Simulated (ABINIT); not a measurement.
**NaF (Villiaumite): G0W0 with ABINIT, start to end**

Aim: the G0W0 gap of NaF (Villiaumite) on PBEsol, step by step.

Method: PBEsol and many-body steps on it, plane waves, in ABINIT 10.8.3.

Most raw output is cut from this account.

**1. The structure**

Symmetry: Fm-3m, No. 225, cubic system. The conventional cell has a = 4.640 Å, b = 4.640 Å, c = 4.640 Å, α = 90.00°, β = 90.00°, γ = 90.00°. Na has 6 F at 2.32 Å nearest. Nearest to F lie 6 Na at 2.32 Å. Farther neighbours and most contacts between anions are not listed.

The cell and positions come from the Crystallography Open Database and are kept as given unless a step says otherwise.

**2. Ground state**

This step: ABINIT 10.8.3; DFT, PBEsol, plane waves, norm-conserving pseudopotentials.

The ground-state density comes first.

File run.abi:

```
acell 3*1.0 Angstrom
rprim 
  -0.000000000000 2.320000000000 2.320000000000
  2.320000000000 -0.000000000000 2.320000000000
  2.320000000000 2.320000000000 -0.000000000000
ntypat 2
znucl 11 9
natom 2
typat 1 2
xred 
  0.000000000000 0.000000000000 0.000000000000
  0.500000000000 0.500000000000 0.500000000000
pp_dirpath "pseudos"
pseudos "Na.upf, F.upf"
ecut 38
ngkpt 8 8 8
nshiftk 1
shiftk 0 0 0
kptopt 1
chksymbreak 0
nband 13
occopt 1
tolvrs 1e-10
nstep 60
prtwf 0
optforces 0
optstress 0
indata_prefix "in"
outdata_prefix "out"
tmpdata_prefix "tmp"
```

On the command line:

```console
OMP_NUM_THREADS=1 mpirun -n 4 abinit run.abi > log
```

Run time: 7.3 s. Hardware: 4 MPI ranks of Arm Neoverse V2, shared host; peak memory 0.28 GiB; 28 s of CPU time.

This step gave:

- total energy: -1913.0763 eV
- gap: 6.181 eV
- k of the valence top: 0, 0, 0
- k of the conduction bottom: 0, 0, 0
- least direct gap: 6.181 eV

The gap is direct, at Γ.

**3. Bands along the symmetry lines**

The cheap functional maps the bands first; the places of the edges decide which points the dearer methods must see.

File run.abi:

```
acell 3*1.0 Angstrom
rprim 
  -0.000000000000 2.320000000000 2.320000000000
  2.320000000000 -0.000000000000 2.320000000000
  2.320000000000 2.320000000000 -0.000000000000
ntypat 2
znucl 11 9
natom 2
typat 1 2
xred 
  0.000000000000 0.000000000000 0.000000000000
  0.500000000000 0.500000000000 0.500000000000
pp_dirpath "pseudos"
pseudos "Na.upf, F.upf"
ecut 38
iscf -2
irdden 1
kptopt 0
nkpt 50
kpt 
  0.00000000 0.00000000 0.00000000
  0.06250000 0.00000000 0.06250000
  0.12500000 0.00000000 0.12500000
  0.18750000 0.00000000 0.18750000
  0.25000000 0.00000000 0.25000000
  0.31250000 0.00000000 0.31250000
  0.37500000 0.00000000 0.37500000
  0.43750000 0.00000000 0.43750000
  0.50000000 0.00000000 0.50000000
  0.51562500 0.03125000 0.51562500
  0.53125000 0.06250000 0.53125000
  0.54687500 0.09375000 0.54687500
  0.56250000 0.12500000 0.56250000
  0.57812500 0.15625000 0.57812500
  0.59375000 0.18750000 0.59375000
  0.60937500 0.21875000 0.60937500
  0.62500000 0.25000000 0.62500000
  0.37500000 0.37500000 0.75000000
  0.32812500 0.32812500 0.65625000
  0.28125000 0.28125000 0.56250000
  0.23437500 0.23437500 0.46875000
  0.18750000 0.18750000 0.37500000
  0.14062500 0.14062500 0.28125000
  0.09375000 0.09375000 0.18750000
  0.04687500 0.04687500 0.09375000
  0.00000000 0.00000000 0.00000000
  0.06250000 0.06250000 0.06250000
  0.12500000 0.12500000 0.12500000
  0.18750000 0.18750000 0.18750000
  0.25000000 0.25000000 0.25000000
  0.31250000 0.31250000 0.31250000
  0.37500000 0.37500000 0.37500000
  0.43750000 0.43750000 0.43750000
  0.50000000 0.50000000 0.50000000
  0.50000000 0.46875000 0.53125000
  0.50000000 0.43750000 0.56250000
  0.50000000 0.40625000 0.59375000
  0.50000000 0.37500000 0.62500000
  0.50000000 0.34375000 0.65625000
  0.50000000 0.31250000 0.68750000
  0.50000000 0.28125000 0.71875000
  0.50000000 0.25000000 0.75000000
  0.50000000 0.21875000 0.71875000
  0.50000000 0.18750000 0.68750000
  0.50000000 0.15625000 0.65625000
  0.50000000 0.12500000 0.62500000
  0.50000000 0.09375000 0.59375000
  0.50000000 0.06250000 0.56250000
  0.50000000 0.03125000 0.53125000
  0.50000000 0.00000000 0.50000000
istwfk *1
nband 15
nbdbuf 2
tolwfr 1e-08
nstep 40
prtwf 0
prtvol 0
indata_prefix "in"
outdata_prefix "out"
tmpdata_prefix "tmp"
```

The job ended after 5 s (4 MPI ranks; peak memory 0.26 GiB; 20 s of CPU time).

This step gave:

```yaml
gap: 6.181 eV
k_of_the_valence_top: 0, 0, 0
k_of_the_conduction_bottom: 0, 0, 0
least_direct_gap: 6.181 eV
```

The gap is 6.181 eV, as in the run before at this level.

The electronic bands at the labelled points (eV, zero at the top of the highest filled band; v1 is the highest filled band, c1 the lowest empty one):

| point | v4 | v3 | v2 | v1 | c1 | c2 | c3 | c4 |
| --- | --- | --- | --- | --- | --- | --- | --- | --- |
| Γ | -18.83 | 0.00 | 0.00 | 0.00 | 6.18 | 18.90 | 18.90 | 18.90 |
| halfway | -18.38 | -0.91 | -0.21 | -0.21 | 8.61 | 14.86 | 19.00 | 19.28 |
| X | -18.73 | -1.29 | -0.41 | -0.41 | 12.96 | 13.15 | 13.54 | 19.61 |
| halfway | -18.55 | -1.23 | -0.54 | -0.40 | 12.98 | 13.10 | 13.84 | 19.30 |
| U | -18.34 | -1.07 | -0.83 | -0.37 | 12.67 | 13.05 | 14.64 | 19.28 |
| jump to K | -18.34 | -1.07 | -0.83 | -0.37 | 12.67 | 13.05 | 14.64 | 19.28 |
| halfway | -18.24 | -1.02 | -0.32 | -0.16 | 8.81 | 14.56 | 18.13 | 20.85 |
| Γ | -18.83 | 0.00 | 0.00 | 0.00 | 6.18 | 18.90 | 18.90 | 18.90 |
| halfway | -18.29 | -0.90 | -0.13 | -0.13 | 8.04 | 15.00 | 19.64 | 19.64 |
| L | -18.02 | -1.59 | -0.25 | -0.25 | 10.62 | 12.33 | 19.98 | 19.98 |
| halfway | -18.16 | -1.31 | -0.58 | -0.34 | 11.62 | 12.57 | 17.02 | 18.85 |
| W | -18.32 | -0.88 | -0.88 | -0.57 | 13.04 | 13.04 | 15.13 | 16.77 |
| halfway | -18.46 | -1.17 | -0.55 | -0.49 | 12.98 | 13.11 | 14.12 | 18.27 |
| X | -18.73 | -1.29 | -0.41 | -0.41 | 12.96 | 13.15 | 13.54 | 19.61 |

**4. Empty states on the mesh, 4×4×4 mesh, 42 bands**

The sums over transitions need many empty states on a uniform mesh; this step solves for them.

File run.abi:

```
acell 3*1.0 Angstrom
rprim 
  -0.000000000000 2.320000000000 2.320000000000
  2.320000000000 -0.000000000000 2.320000000000
  2.320000000000 2.320000000000 -0.000000000000
ntypat 2
znucl 11 9
natom 2
typat 1 2
xred 
  0.000000000000 0.000000000000 0.000000000000
  0.500000000000 0.500000000000 0.500000000000
pp_dirpath "pseudos"
pseudos "Na.upf, F.upf"
ecut 38
ngkpt 4 4 4
nshiftk 1
shiftk 0 0 0
kptopt 1
chksymbreak 0
iscf -2
irdden 1
istwfk *1
nband 42
nbdbuf 4
tolwfr 1e-09
nstep 60
prtvol 0
indata_prefix "in"
outdata_prefix "out"
tmpdata_prefix "tmp"
```

Wall time 3.8 s (4 MPI ranks); peak memory 0.25 GiB; 15 s of CPU time.

This step gave:

* gap: 6.181 eV
* k of the valence top: 0, 0, 0
* k of the conduction bottom: 0, 0, 0
* least direct gap: 6.181 eV
* k points computed: 8
* lowest point of the top converged band, above the valence top: 62.2422 eV

On this mesh the gap is 6.181 eV.

**5. Screening, 4×4×4 mesh, 38 bands, screening to 130.6 eV**

The RPA dielectric matrix is built and inverted for each q.

This step: RPA screening on PBEsol, plane waves, norm-conserving pseudopotentials.

run.abi: that of step 4 with these lines changed.

```diff
@@ -20,10 +20,11 @@
 chksymbreak 0
-iscf -2
-irdden 1
 istwfk *1
-nband 42
-nbdbuf 4
-tolwfr 1e-09
-nstep 60
-prtvol 0
+occopt 1
+irdwfk 1
+optdriver 3
+nband 38
+ecuteps 4.8
+inclvkb 2
+awtr 1
+symchi 1
 indata_prefix "in"
```

The job ended after 4.3 s (4 MPI ranks; peak memory 0.4 GiB).

Numbers from this step:

```
ε∞ with local fields, on this mesh, along the program's q direction : 1.815
the same without local fields                                       : 1.898
plasma frequency                                                    : 29.72 eV
plane waves in the screening matrix                                 : 65
```

Local fields lower ε∞ by 4 %. On a Γ-centred mesh this coarse the value itself is usually too large, while a short band sum pulls it down.

**6. Self-energy, 4×4×4 mesh, 38 bands, screening to 130.6 eV**

The self-energy is evaluated for the states that the input lists, and the levels follow from it, in one-shot runs by the linearised quasiparticle equation.

This step: G0W0 on PBEsol, plane waves, norm-conserving pseudopotentials.

run.abi: that of step 5 with these lines changed.

```diff
@@ -23,8 +23,15 @@
 irdwfk 1
-optdriver 3
+optdriver 4
 nband 38
+gwcalctyp 0
+ecutsigx 38
+symsigma 1
+nkptgw 1
+kptgw 
+  0.0000000000 0.0000000000 0.0000000000
+bdgw 
+  6 12
 ecuteps 4.8
-inclvkb 2
-awtr 1
-symchi 1
+irdscr 1
+ppmodel 1
 indata_prefix "in"
```

It took 2.1 s on 4 MPI ranks; peak memory 0.12 GiB; 7.9 s of CPU time.

This step gave:

| Quantity | Value |
| --- | --- |
| G0W0 gap on the points computed | 10.47 eV |
| starting gap on the mesh | 6.181 eV |
| k of the valence top | 0, 0, 0 |
| k of the conduction bottom | 0, 0, 0 |
| Z at the valence top | 0.824 |
| Z at the conduction bottom | 0.905 |
| least direct G0W0 gap on the computed points | 10.47 eV |

The gap on the mesh goes from 6.18 eV to 10.47 eV, a correction of +4.29 eV.

Limits: finite bands, cutoff and mesh; coarse k mesh. v1 is the top filled band, c1 the lowest empty one. The levels before and after the correction (eV, zero at the valence-band top of each column):

|  | conduction bottom | valence top |
| --- | --- | --- |
| Kohn-Sham | 6.18 | 0.00 |
| G0W0 | 10.47 | 0.00 |

|  | level | energy (eV) |
| --- | --- | --- |
| Kohn-Sham | Γ v3-v1 | 0.000 |
| Kohn-Sham | Γ c1 | 6.181 |
| Kohn-Sham | Γ c2-c4 | 18.901 |
| G0W0 | Γ v3-v1 | 0.000 |
| G0W0 | Γ c1 | 10.466 |
| G0W0 | Γ c2-c4 | 23.592 |

**7. Where the time went**

Times are wall times on 4 MPI ranks of Arm Neoverse V2, shared host, good to a factor of about two.

| step | time | share | memory (GiB) |
| --- | --- | --- | --- |
| ground state | 7.3 s | 32 % | 0.28 |
| bands along the symmetry lines | 5 s | 22 % | 0.26 |
| empty states on the mesh | 3.8 s | 17 % | 0.25 |
| screening | 4.3 s | 19 % | 0.4 |
| self-energy | 2.1 s | 9 % | 0.12 |

**8. Results**

```
PBEsol gap           : 6.18 eV, direct
G0W0 gap on the mesh : 10.47 eV
GW settings          : 4×4×4 mesh, 38 bands, screening to 130.6 eV, Godby-Needs plasmon pole
known limits         : not at the basis limit; coarse k mesh
```

**Reading.** G0W0 moves the gap on the mesh from 6.18 eV to 10.47 eV (+4.29 eV), with Z of 0.82 and 0.91 at the edges. Local fields lower the RPA ε∞ on this mesh from 1.90 to 1.81; a Γ-centred mesh this coarse tends to raise both, most where the direct gap is narrow, while a short band sum lowers them. Only 1 of the mesh's irreducible points was corrected, so a valley elsewhere could overtake. Bands and cutoff are finite, so the gap is not at the basis limit. The miss can reach some tenths of an eV and take either sign; the mesh is an error of its own. In the G0W0 run levels were corrected at 1 k point alone, so a gap called «on the mesh» is the least over those, and an edge elsewhere would be missed. The 4×4×4 mesh is coarse for this cell, which bears on the long-range parts of exchange and screening.

[Paths, hosts, dates, memory and timing lines, banners, echoed tables and standing remarks are left out of the program output.]

[Logs are printed without paths, hosts, clocks, repeated set-up lines and the standing remarks that a program may print on its own settings, such as how far it seeks lower states.]

[Runs of the session that timed out or met a known fault of the program may be left out.]

[Hosts, paths, dates, database ids (printed as entryN), source tags and the programs' standing remarks are cut or masked in the printed files.]

[G0W0 gaps are taken among the corrected bands and points alone; a level outside them can change the order at an edge.]

[Where Ansatz stands beside ABINIT at settings called matched, ABINIT's density can come from a denser mesh and the files from another edition; pairs whose starting gaps differed by over 0.03 eV were left out, so agreement reads better than it is.]
